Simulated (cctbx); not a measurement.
**Diagnosing a refinement**

Cell a = 7.4910 Å, b = 7.5490 Å, c = 5.0060 Å, α = 90.00°, β = 90.00°, γ = 90.00°; space group Cmmm (no. 65). The compound is KCuI2F.

The data are simulated with cctbx, not measured: Ag Kα, λ = 0.56087 Å, to d = 0.7 Å, 95 % of the full sphere, strongest reflection 70000 counts, noise from counting, a 3 % proportional error and a noise floor of 15 counts (s.d.); no absorption.

An anisotropic refinement with weights 1/σ² prints:

```text
Rint 0.022, 274 unique reflections to 0.70 A
cycle     R1     wR2    GooF  max shift (A)
   1  0.1393  0.3142  17.403   0.00000
   4  0.1120  0.2338  12.951   0.00000
final R1 0.1120 wR2 0.2338 GooF 12.950  parameters 13  data/parameter 21.1
atom        x        y        z      Ueq    occ   su(xyz)  su(Uiso or U11)
I1     0.25000  0.25000  0.00000   0.0112  1.000  0.00000  0.0010
K1     0.50000  0.00000  0.00000   0.0010  1.000  0.00000  0.0029
Cu1    0.00000  0.00000  0.50000   0.0253  1.000  0.00000  0.0036
F1     0.50000  0.00000  0.50000   1.2214  1.000  0.00000  5.2491
difference map: max 27.06 min -4.54 rms 1.30
Q1    0.0000  0.0000  0.0000    2   27.06  2.50 A from Cu1
Q2    0.0000  0.5000  0.0000    2   10.76  0.00 A from K1
Q3    0.2500  0.2500  0.0000    4   10.73  0.00 A from I1
Q4    0.0000  0.0000  0.5000    2    4.24  0.00 A from Cu1
Q5    0.0775  0.3994  0.5000    8    1.85  0.96 A from F1
Q6    0.0000  0.4083  0.3633    8    1.78  0.97 A from F1
```

**Question.** Can this result stand? If not, what is the likely fault?

Mend it. The fault: elements exchanged: Cu1 is K and K1 is Cu. Against the right model at the same level, R1 goes from 0.0072 to 0.1120 and GooF from 0.94 to 12.95, U of K1 shrinks from 0.0147 to 0.0010 Å² and the top difference peak, 27.1 e/Å³, lies 2.50 Å from Cu1. Cu1 has 10 electrons too many and its U swells to shed them, as expected; K1 has 10 electrons too few and its U shrinks to make up, as expected.

The compound is KCuI2F. The right model at the same level gives:

```text
Rint 0.022, 274 unique reflections to 0.70 A
cycle     R1     wR2    GooF  max shift (A)
   1  0.0073  0.0174   0.966   0.00000
   2  0.0072  0.0170   0.942   0.00000
final R1 0.0072 wR2 0.0170 GooF 0.942  parameters 13  data/parameter 21.1
atom        x        y        z      Ueq    occ   su(xyz)  su(Uiso or U11)
I1     0.25000  0.25000  0.00000   0.0133  1.000  0.00000  0.0001
Cu1    0.50000  0.00000  0.00000   0.0147  1.000  0.00000  0.0001
K1     0.00000  0.00000  0.50000   0.0150  1.000  0.00000  0.0002
F1     0.50000  0.00000  0.50000   0.0215  1.000  0.00000  0.0008
difference map: max 0.27 min -0.36 rms 0.08
Q1    0.0000  0.3862  0.5000    4    0.28  0.86 A from F1
Q2    0.1816  0.0695  0.0000    8    0.28  1.46 A from I1
Q3    0.0000  0.2653  0.4024    8    0.28  1.84 A from F1
Q4    0.1828  0.4091  0.0000    8    0.25  1.30 A from I1
Q5    0.2500  0.2500  0.2606    8    0.24  1.30 A from I1
Q6    0.0000  0.0000  0.0000    2    0.22  2.50 A from K1
```

The model was made for the exercise: a known structure type with other elements put in, its volume estimated, not relaxed; displacement parameters are assumed.

[Middle refinement cycles are left out of these outputs.]

[Logs are printed without paths, hosts, clocks, repeated set-up lines and the standing remarks that a program may print on its own settings, such as how far it seeks lower states.]
